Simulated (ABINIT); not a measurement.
# A GW chain in ABINIT: Ba2TaBiO6 (R-3), part 2 of 3

How does a plane-wave GW calculation on Ba2TaBiO6 (R-3) run from the first input to the gap?

ABINIT 10.8.3; LDA and many-body steps on it, plane waves. Known limits of the many-body steps: not at the basis limit; no spin-orbit coupling; coarse k mesh.

So far. Step 2 (Ground state): The gap is indirect, with the least direct gap 0.03 eV higher.

## Step 3: Bands along the symmetry lines

Level of this step: DFT, LDA, plane waves, norm-conserving pseudopotentials (ABINIT).

Levels along a band path, at the cheap level, show where the edges lie and whether the meshes to come will hold them.

run.abi reads:

```
acell 3*1.0 Angstrom
rprim 
  3.075626834241 1.775713980676 4.956223105800
  -3.075626834241 1.775713980676 4.956223105800
  0.000000000000 -3.551427961352 4.956223105800
ntypat 4
znucl 56 73 83 8
natom 10
typat 1 1 2 3 4 4 4 4 4 4
xred 
  0.748816000000 0.748816000000 0.748816000000
  0.251184000000 0.251184000000 0.251184000000
  0.500000000000 0.500000000000 0.500000000000
  0.000000000000 0.000000000000 0.000000000000
  0.725510000000 0.218856000000 0.322035000000
  0.218856000000 0.322035000000 0.725510000000
  0.322035000000 0.725510000000 0.218856000000
  0.274490000000 0.781144000000 0.677965000000
  0.677965000000 0.274490000000 0.781144000000
  0.781144000000 0.677965000000 0.274490000000
pp_dirpath "pseudos"
pseudos "Ba.upf, Ta.upf, Bi.upf, O.upf"
ecut 62
iscf -2
irdden 1
kptopt 0
nkpt 24
kpt 
  0.00000000 0.00000000 0.00000000
  0.16666667 0.16666667 0.16666667
  0.33333333 0.33333333 0.33333333
  0.50000000 0.50000000 0.50000000
  0.58258571 0.41741429 0.50000000
  0.66517141 0.33482859 0.50000000
  0.74775712 0.25224288 0.50000000
  0.50000000 -0.25224288 0.25224288
  0.50000000 -0.16816192 0.16816192
  0.50000000 -0.08408096 0.08408096
  0.50000000 0.00000000 0.00000000
  0.33333333 0.00000000 0.00000000
  0.16666667 0.00000000 0.00000000
  0.00000000 0.00000000 0.00000000
  0.12537381 -0.12537381 0.00000000
  0.25074763 -0.25074763 0.00000000
  0.37612144 -0.37612144 -0.00000000
  0.62387856 0.00000000 0.37612144
  0.58258571 0.00000000 0.41741429
  0.54129285 0.00000000 0.45870715
  0.50000000 0.00000000 0.50000000
  0.33333333 0.00000000 0.33333333
  0.16666667 0.00000000 0.16666667
  0.00000000 0.00000000 0.00000000
istwfk *1
nband 60
nbdbuf 2
tolwfr 1e-08
nstep 40
prtwf 0
prtvol 0
indata_prefix "in"
outdata_prefix "out"
tmpdata_prefix "tmp"
```

The run is started by

```console
> OMP_NUM_THREADS=1 mpirun -n 4 abinit run.abi > log
```

Numbers of over 12 decimals in the logs are rounded to 6 here.

What it wrote:

```text
.Version 10.8.3 of ABINIT. v10.8.2 released Aug 2026.

 Symmetries : space group R-3 (#148); Bravais hR (rhombohedral)
[... echo of the input left out ...]
== DATASET  1 ==================================================================
-   mpi_nproc: 4, omp_nthreads: 1 (-1 if OMP is not activated)

--- !DatasetInfo
iteration_state: {dtset: 1, }
dimensions: {natom: 10, nkpt: 24, mband: 60, nsppol: 1, nspinor: 1, nspden: 1, mpw: 25617, }
cutoff_energies: {ecut:  62.0, pawecutdg:  -1.0, }
electrons: {nelect:   1.06000000E+02, charge:   0.00000000E+00, occopt:   1.00000000E+00, tsmear:   1.00000000E-02, }

 Real(R)+Recip(G) space primitive vectors, cartesian coordinates (Bohr,Bohr^-1):
 R(1)=  5.8120924  3.3556131  9.3659043  G(1)=  0.0860275  0.0496680  0.0355901
 R(2)= -5.8120924  3.3556131  9.3659043  G(2)= -0.0860275  0.0496680  0.0355901
 R(3)=  0.0000000 -6.7112262  9.3659043  G(3)=  0.0000000 -0.0993360  0.0355901
 Unit cell volume ucvol=  1.0959869E+03 bohr^3
 Angles (23,13,12)=  6.05865505E+01  6.05865505E+01  6.05865505E+01 degrees

 getcut: wavevector=  0.0000  0.0000  0.0000  ngfft=  90  90  90
         ecut(hartree)=     62.000   => boxcut(ratio)=   2.20368

 getcut : COMMENT -
  Note that boxcut > 2.2 ; recall that boxcut=Gcut(box)/Gcut(sphere) = 2
  is sufficient for exact treatment of convolution.
  Such a large boxcut is a waste : you could raise ecut
  e.g. ecut=   75.271300 Hartrees makes boxcut=2

--- Pseudopotential description ------------------------------------------------
- Ba Generated using ONCVPSP code by D. R. Hamann
- 56.00000  10.00000  180309                  znucl, zion, pspdat
12 -1012 2 -1 1912                            pspcod,pspxc,lmax,lloc,mmax
     nproj     2     2     2     0
  pspatm : epsatm=   25.95172157
         --- l  ekb(1:nproj) -->
             0    6.668455    0.685657
             1    5.046948    0.410312
             2    2.551809    0.419281
 pspatm: atomic psp has been read  and splines computed

- Ta Generated using ONCVPSP code by D. R. Hamann
- 73.00000  27.00000  180309                  znucl, zion, pspdat
12 -1012 3 -1 1432                            pspcod,pspxc,lmax,lloc,mmax
     nproj     2     2     2     2
  pspatm : epsatm=   47.13858445
         --- l  ekb(1:nproj) -->
[...]
pspatm: atomic psp has been read  and splines computed

- Bi Generated using ONCVPSP code by D. R. Hamann
- 83.00000  23.00000  180309                  znucl, zion, pspdat
12 -1012 2 -1 1454                            pspcod,pspxc,lmax,lloc,mmax
     nproj     2     2     2     0
  pspatm : epsatm=   28.50282335
         --- l  ekb(1:nproj) -->
[...]
pspatm: atomic psp has been read  and splines computed

- O Generated using ONCVPSP code by D. R. Hamann
-  8.00000   6.00000  201201                  znucl, zion, pspdat
12 -1012 2 -1 926                             pspcod,pspxc,lmax,lloc,mmax
[...]
Non-SCF case, kpt   24 (  0.00000  0.00000  0.00000), residuals and eigenvalues=
[...]
1.8294E-01  1.8568E-01  1.9523E-01  1.9523E-01  2.0975E-01  3.5481E-01
  3.6153E-01  3.6341E-01  3.6341E-01  3.7370E-01  3.7370E-01  3.8560E-01

--- !ResultsGS
iteration_state: {dtset: 1, }
comment   : Summary of ground state results
lattice_vectors:
- [  5.8120924,   3.3556131,   9.3659043, ]
- [ -5.8120924,   3.3556131,   9.3659043, ]
- [  0.0000000,  -6.7112262,   9.3659043, ]
lattice_lengths: [  11.52218,   11.52218,   11.52218, ]
lattice_angles: [ 60.587,  60.587,  60.587, ] # degrees, (23, 13, 12)
lattice_volume:   1.0959869E+03
convergence: {deltae:  0.000E+00, res2:  0.000E+00, residm:  9.958E-09, diffor:  0.000E+00, }
etotal    :  -7.12426835E+02
entropy   :   0.00000000E+00
fermie    :   2.38607791E-01
cartesian_stress_tensor: null
pressure_GPa: null
xred      :
- [  7.4882E-01,   7.4882E-01,   7.4882E-01, Ba]
- [  2.5118E-01,   2.5118E-01,   2.5118E-01, Ba]
- [  5.0000E-01,   5.0000E-01,   5.0000E-01, Ta]
- [  0.0000E+00,   0.0000E+00,   0.0000E+00, Bi]
- [  7.2551E-01,   2.1886E-01,   3.2203E-01,  O]
- [  2.1886E-01,   3.2204E-01,   7.2551E-01,  O]
- [  3.2203E-01,   7.2551E-01,   2.1886E-01,  O]
- [  2.7449E-01,   7.8114E-01,   6.7797E-01,  O]
- [  6.7797E-01,   2.7449E-01,   7.8114E-01,  O]
- [  7.8114E-01,   6.7797E-01,   2.7449E-01,  O]
cartesian_forces: null
force_length_stats: {min: null, max: null, mean: null, }

 Integrated electronic density in atomic spheres:
 ------------------------------------------------
 Atom  Sphere_radius  Integrated_density
[...]
================================================================================

 ----iterations are completed or convergence reached----

 Mean square residual over all n,k,spin=   57.306E-10; max=  99.585E-10
 reduced coordinates (array xred) for   10 atoms
[...]
0.677965000000      0.274490000000      0.781144000000
       0.781144000000      0.677965000000      0.274490000000

 cartesian coordinates (angstrom) at end:
[...]
length scales=  1.889726125908  1.889726125908  1.889726125908 bohr
              =  1.000000000000  1.000000000000  1.000000000000 angstroms
 prteigrs : about to open file out_EIG
 Eigenvalues (hartree) for nkpt=  24  k points:
 kpt#   1, nband= 60, wtk=  1.00000, kpt=  0.0000  0.0000  0.0000 (reduced coord)
[...]
kpt#   2, nband= 60, wtk=  1.00000, kpt=  0.1667  0.1667  0.1667 (reduced coord)
[...]
kpt#   3, nband= 60, wtk=  1.00000, kpt=  0.3333  0.3333  0.3333 (reduced coord)
[...]
kpt#  23, nband= 60, wtk=  1.00000, kpt=  0.1667  0.0000  0.1667 (reduced coord)
[...]
0.36746    0.38233    0.38676    0.39812
 kpt#  24, nband= 60, wtk=  1.00000, kpt=  0.0000  0.0000  0.0000 (reduced coord)
[...]
0.10762    0.10782    0.10782    0.15646    0.16513    0.17101    0.17101    0.18294
   0.18294    0.18568    0.19523    0.19523    0.20975    0.35481    0.36153    0.36341
   0.36341    0.37370    0.37370    0.38560

== END DATASET(S) ==============================================================
================================================================================

 -outvars: echo values of variables after computation  --------
            nband          60
             nkpt          24
          spgroup         148
 [... the other variables as echoed above ...]

 Calculation completed.
```

Elapsed: 11 min, on 4 MPI ranks of Arm Neoverse V1, shared host; peak memory 1.2 GiB; 44 min of CPU time.

This step gave:

| Quantity | Value |
| --- | --- |
| gap | 2.549 eV |
| k of the valence top | 0.5, 0.5, 0.5 |
| k of the conduction bottom | 0.5, 0, 0 |
| least direct gap | 2.577 eV |

The gap is 2.549 eV, as in the run before at this level.

Electronic bands along the path, in eV, zero at the top of the highest filled band:

| point | band 50 | band 51 | band 52 | band 53 | band 54 | band 55 | band 56 | band 57 |
| --- | --- | --- | --- | --- | --- | --- | --- | --- |
| Γ | -1.44 | -1.18 | -1.18 | -0.79 | 3.16 | 3.34 | 3.40 | 3.40 |
| T | -1.56 | -1.56 | -1.53 | 0.00 | 2.68 | 3.14 | 3.14 | 4.10 |
| H2 | -1.68 | -1.31 | -1.30 | -0.75 | 3.32 | 3.39 | 3.90 | 4.07 |
| jump to H0 | -1.68 | -1.31 | -1.30 | -0.75 | 3.32 | 3.39 | 3.90 | 4.07 |
| L | -1.41 | -1.40 | -1.26 | -0.03 | 2.55 | 2.92 | 3.44 | 3.83 |
| Γ | -1.44 | -1.18 | -1.18 | -0.79 | 3.16 | 3.34 | 3.40 | 3.40 |
| S0 | -1.54 | -1.51 | -1.36 | -0.85 | 3.15 | 3.67 | 3.81 | 4.23 |
| jump to S2 | -1.54 | -1.51 | -1.36 | -0.85 | 3.15 | 3.67 | 3.81 | 4.23 |
| F | -1.73 | -1.67 | -1.63 | -0.91 | 3.22 | 4.05 | 4.09 | 4.35 |
| Γ | -1.44 | -1.18 | -1.18 | -0.79 | 3.16 | 3.34 | 3.40 | 3.40 |

## Step 4: Empty states on the mesh, 2×2×2 mesh, 217 bands

The sums over transitions need many empty states on a uniform mesh; this step solves for them.

run.abi reads:

```
acell 3*1.0 Angstrom
rprim 
  3.075626834241 1.775713980676 4.956223105800
  -3.075626834241 1.775713980676 4.956223105800
  0.000000000000 -3.551427961352 4.956223105800
ntypat 4
znucl 56 73 83 8
natom 10
typat 1 1 2 3 4 4 4 4 4 4
xred 
  0.748816000000 0.748816000000 0.748816000000
  0.251184000000 0.251184000000 0.251184000000
  0.500000000000 0.500000000000 0.500000000000
  0.000000000000 0.000000000000 0.000000000000
  0.725510000000 0.218856000000 0.322035000000
  0.218856000000 0.322035000000 0.725510000000
  0.322035000000 0.725510000000 0.218856000000
  0.274490000000 0.781144000000 0.677965000000
  0.677965000000 0.274490000000 0.781144000000
  0.781144000000 0.677965000000 0.274490000000
pp_dirpath "pseudos"
pseudos "Ba.upf, Ta.upf, Bi.upf, O.upf"
ecut 62
ngkpt 2 2 2
nshiftk 1
shiftk 0 0 0
kptopt 1
chksymbreak 0
iscf -2
irdden 1
istwfk *1
nband 217
nbdbuf 18
tolwfr 1e-09
nstep 60
prtvol 0
indata_prefix "in"
outdata_prefix "out"
tmpdata_prefix "tmp"
```

What it wrote:

```text
.Version 10.8.3 of ABINIT. v10.8.2 released Aug 2026.

 Symmetries : space group R-3 (#148); Bravais hR (rhombohedral)
[... echo of the input left out ...]
== DATASET  1 ==================================================================
-   mpi_nproc: 4, omp_nthreads: 1 (-1 if OMP is not activated)

--- !DatasetInfo
iteration_state: {dtset: 1, }
dimensions: {natom: 10, nkpt: 4, mband: 217, nsppol: 1, nspinor: 1, nspden: 1, mpw: 25587, }
cutoff_energies: {ecut:  62.0, pawecutdg:  -1.0, }
electrons: {nelect:   1.06000000E+02, charge:   0.00000000E+00, occopt:   1.00000000E+00, tsmear:   1.00000000E-02, }

 Real(R)+Recip(G) space primitive vectors, cartesian coordinates (Bohr,Bohr^-1):
 R(1)=  5.8120924  3.3556131  9.3659043  G(1)=  0.0860275  0.0496680  0.0355901
 R(2)= -5.8120924  3.3556131  9.3659043  G(2)= -0.0860275  0.0496680  0.0355901
 R(3)=  0.0000000 -6.7112262  9.3659043  G(3)=  0.0000000 -0.0993360  0.0355901
 Unit cell volume ucvol=  1.0959869E+03 bohr^3
 Angles (23,13,12)=  6.05865505E+01  6.05865505E+01  6.05865505E+01 degrees

 getcut: wavevector=  0.0000  0.0000  0.0000  ngfft=  90  90  90
         ecut(hartree)=     62.000   => boxcut(ratio)=   2.20368

 getcut : COMMENT -
  Note that boxcut > 2.2 ; recall that boxcut=Gcut(box)/Gcut(sphere) = 2
  is sufficient for exact treatment of convolution.
  Such a large boxcut is a waste : you could raise ecut
  e.g. ecut=   75.271300 Hartrees makes boxcut=2

--- Pseudopotential description ------------------------------------------------
- Ba Generated using ONCVPSP code by D. R. Hamann
- 56.00000  10.00000  180309                  znucl, zion, pspdat
12 -1012 2 -1 1912                            pspcod,pspxc,lmax,lloc,mmax
     nproj     2     2     2     0
  pspatm : epsatm=   25.95172157
         --- l  ekb(1:nproj) -->
             0    6.668455    0.685657
             1    5.046948    0.410312
             2    2.551809    0.419281
 pspatm: atomic psp has been read  and splines computed

- Ta Generated using ONCVPSP code by D. R. Hamann
- 73.00000  27.00000  180309                  znucl, zion, pspdat
12 -1012 3 -1 1432                            pspcod,pspxc,lmax,lloc,mmax
     nproj     2     2     2     2
  pspatm : epsatm=   47.13858445
         --- l  ekb(1:nproj) -->
[...]
pspatm: atomic psp has been read  and splines computed

- Bi Generated using ONCVPSP code by D. R. Hamann
- 83.00000  23.00000  180309                  znucl, zion, pspdat
12 -1012 2 -1 1454                            pspcod,pspxc,lmax,lloc,mmax
     nproj     2     2     2     0
  pspatm : epsatm=   28.50282335
         --- l  ekb(1:nproj) -->
[...]
pspatm: atomic psp has been read  and splines computed

- O Generated using ONCVPSP code by D. R. Hamann
-  8.00000   6.00000  201201                  znucl, zion, pspdat
12 -1012 2 -1 926                             pspcod,pspxc,lmax,lloc,mmax
[...]
1.08E-04
 -5.3787E+00 -3.0988E+00 -3.0984E+00 -3.0984E+00 -2.2599E+00 -1.0313E+00
 -1.0308E+00 -1.0308E+00 -7.2773E-01 -7.2434E-01 -5.7752E-01 -5.7752E-01
 -5.7490E-01 -5.7431E-01 -5.7431E-01 -4.8801E-01 -4.8633E-01 -4.8633E-01
[...]
2.0085E+00  2.0085E+00  2.0089E+00  2.0375E+00  2.0469E+00  2.0505E+00
  2.0505E+00  2.0543E+00  2.0544E+00  2.0748E+00  2.0866E+00  2.0889E+00
  2.0984E+00
 prteigrs : prtvol=0 or 1, do not print more k-points.

--- !ResultsGS
iteration_state: {dtset: 1, }
comment   : Summary of ground state results
lattice_vectors:
- [  5.8120924,   3.3556131,   9.3659043, ]
- [ -5.8120924,   3.3556131,   9.3659043, ]
- [  0.0000000,  -6.7112262,   9.3659043, ]
lattice_lengths: [  11.52218,   11.52218,   11.52218, ]
lattice_angles: [ 60.587,  60.587,  60.587, ] # degrees, (23, 13, 12)
lattice_volume:   1.0959869E+03
convergence: {deltae:  0.000E+00, res2:  0.000E+00, residm:  9.924E-10, diffor:  0.000E+00, }
etotal    :  -7.12426835E+02
entropy   :   0.00000000E+00
fermie    :   2.38607791E-01
cartesian_stress_tensor: null
pressure_GPa: null
xred      :
- [  7.4882E-01,   7.4882E-01,   7.4882E-01, Ba]
- [  2.5118E-01,   2.5118E-01,   2.5118E-01, Ba]
- [  5.0000E-01,   5.0000E-01,   5.0000E-01, Ta]
- [  0.0000E+00,   0.0000E+00,   0.0000E+00, Bi]
- [  7.2551E-01,   2.1886E-01,   3.2203E-01,  O]
- [  2.1886E-01,   3.2204E-01,   7.2551E-01,  O]
- [  3.2203E-01,   7.2551E-01,   2.1886E-01,  O]
- [  2.7449E-01,   7.8114E-01,   6.7797E-01,  O]
- [  6.7797E-01,   2.7449E-01,   7.8114E-01,  O]
- [  7.8114E-01,   6.7797E-01,   2.7449E-01,  O]
cartesian_forces: null
force_length_stats: {min: null, max: null, mean: null, }

 Integrated electronic density in atomic spheres:
 ------------------------------------------------
 Atom  Sphere_radius  Integrated_density
[...]
================================================================================

 ----iterations are completed or convergence reached----

 Mean square residual over all n,k,spin=   49.106E-11; max=  99.238E-11
 reduced coordinates (array xred) for   10 atoms
[...]
0.677965000000      0.274490000000      0.781144000000
       0.781144000000      0.677965000000      0.274490000000

 cartesian coordinates (angstrom) at end:
    1     -0.000000     0.000000    11.133897
    2     -0.000000    -0.000000     3.734772
    3      0.000000     0.000000     7.434335
[...]
9      1.240939    -1.082889     8.592103
   10      0.317340     1.616129     8.592103
 length scales=  1.889726125908  1.889726125908  1.889726125908 bohr
              =  1.000000000000  1.000000000000  1.000000000000 angstroms
 prteigrs : about to open file out_EIG
 Eigenvalues (hartree) for nkpt=   4  k points:
 kpt#   1, nband=217, wtk=  0.12500, kpt=  0.0000  0.0000  0.0000 (reduced coord)
[...]
1.95455    1.96988    1.96988    2.00754    2.00852    2.00852    2.00885    2.03749
   2.04694    2.05053    2.05054    2.05432    2.05435    2.07475    2.08663    2.08892
   2.09840
 prteigrs : prtvol=0 or 1, do not print more k-points.

== END DATASET(S) ==============================================================
================================================================================

 -outvars: echo values of variables after computation  --------
            nband         217
             nkpt           4
          spgroup         148
 [... the other variables as echoed above ...]

 Calculation completed.
```

Run time: 7.5 min. Hardware: 4 MPI ranks; peak memory 0.99 GiB; 30 min of CPU time.

Numbers from this step:

- gap: 2.549 eV
- k of the valence top: 0.5, 0.5, 0.5
- k of the conduction bottom: 0.5, 0, 0
- least direct gap: 2.577 eV
- k points computed: 4
- lowest point of the top converged band, above the valence top: 46.11 eV

On this mesh the gap is 2.549 eV.

## Step 5: Screening, 2×2×2 mesh, 199 bands, screening to 119.7 eV

The RPA dielectric matrix is built and inverted for each q.

This step: RPA screening on LDA, plane waves, norm-conserving pseudopotentials.

Edit run.abi of step 4 so:

```diff
@@ -28,10 +28,11 @@
 chksymbreak 0
-iscf -2
-irdden 1
 istwfk *1
-nband 217
-nbdbuf 18
-tolwfr 1e-09
-nstep 60
-prtvol 0
+occopt 1
+irdwfk 1
+optdriver 3
+nband 199
+ecuteps 4.4
+inclvkb 2
+awtr 1
+symchi 1
 indata_prefix "in"
```

What it wrote:

```text
.Version 10.8.3 of ABINIT. v10.8.2 released Aug 2026.

 Symmetries : space group R-3 (#148); Bravais hR (rhombohedral)
[... echo of the input left out ...]
== DATASET  1 ==================================================================
-   mpi_nproc: 4, omp_nthreads: 1 (-1 if OMP is not activated)

--- !DatasetInfo
iteration_state: {dtset: 1, }
dimensions: {natom: 10, nkpt: 4, mband: 199, nsppol: 1, nspinor: 1, nspden: 1, mpw: 25587, }
cutoff_energies: {ecut:  62.0, pawecutdg:  -1.0, }
electrons: {nelect:   1.06000000E+02, charge:   0.00000000E+00, occopt:   1.00000000E+00, tsmear:   1.00000000E-02, }

 SCREENING: Calculation of the susceptibility and dielectric matrices

 Based on a program developped by R.W. Godby, V. Olevano, G. Onida, and L. Reining.
 Incorporated in ABINIT by V. Olevano, G.-M. Rignanese, and M. Torrent.
.Using double precision arithmetic ; gwpc =  8

[... cell and pseudopotentials left out ...]
--------------------------------------------------------------------------------

 ==== K-mesh for the wavefunctions ====
 Number of points in the irreducible wedge :     4
[... list of points left out ...]
 Together with  6 symmetry operations and time-reversal symmetry
 yields     8 points in the full Brillouin Zone.

 ==== Q-mesh for the screening function ====
 Number of points in the irreducible wedge :     4
[... list of points left out ...]
 Together with  6 symmetry operations and time-reversal symmetry
 yields     8 points in the full Brillouin Zone.

 setmesh: FFT mesh size selected  =    54x   54x   54
          total number of points  =       157464

 vcoul_init : cutoff-mode = AUXILIARY_FUNCTION
 q-points for optical limit:   1
     1)      0.000010    0.000020    0.000030

- screening: taking advantage of time-reversal symmetry
- Maximum band index for partially occupied states nbvw = 53
- Remaining bands to be divided among processors   nbcw = 146
- Number of bands treated by each node ~36

 Number of electrons calculated from density =  106.0000; Expected =  106.0000
 average of density, n =  0.096716
 r_s =    1.3515
 omega_plasma =   29.9989 [eV]

 calculating chi0 at frequencies [eV] :
  1    0.000000E+00    0.000000E+00
  2    0.000000E+00    2.999894E+01

--------------------------------------------------------------------------------
  q-point number  1        q = ( 0.000000, 0.000000, 0.000000) [r.l.u.]
--------------------------------------------------------------------------------
[... chi0 elements left out ...]
 For q-point:  0.000010 0.000020 0.000030
  dielectric constant =   6.6044
  dielectric constant without local fields =   7.2021

  Average fulfillment of the sum rule on Im[epsilon] for q-point    1 :     52.55  [%]
[... wings left out ...]
  q-point number  2        q = ( 0.500000, 0.000000, 0.000000) [r.l.u.]
--------------------------------------------------------------------------------
[... chi0 elements left out ...]
  Average fulfillment of the sum rule on Im[epsilon] for q-point    2 :     58.26  [%]

 [... 2 further q-points ...]
```

The job ended after 8.5 min (4 MPI ranks; peak memory 6.4 GiB; 34 min of CPU time).

This step gave:

```yaml
eps_infinity_with_local_fields_on_this_mesh_along_the_program_s_q_direction: 6.604
the_same_without_local_fields: 7.202
plasma_frequency: 30.00 eV
plane_waves_in_the_screening_matrix: 525
```

Local fields lower ε∞ by 8 %. On a Γ-centred mesh this coarse the value itself is usually too large, while a short band sum pulls it down.

(Continued in part 3 of 3.)

[Paths, hosts, dates, memory and timing lines, banners, echoed tables and standing remarks are left out of the program output.]

[Logs are printed without paths, hosts, clocks, repeated set-up lines and the standing remarks that a program may print on its own settings, such as how far it seeks lower states.]

[Runs of the session that timed out or met a known fault of the program may be left out.]

[Hosts, paths, dates, database ids (printed as entryN), source tags and the programs' standing remarks are cut or masked in the printed files.]

[G0W0 gaps are taken among the corrected bands and points alone; a level outside them can change the order at an edge.]

[Where Ansatz stands beside ABINIT at settings called matched, ABINIT's density can come from a denser mesh and the files from another edition; pairs whose starting gaps differed by over 0.03 eV were left out, so agreement reads better than it is.]
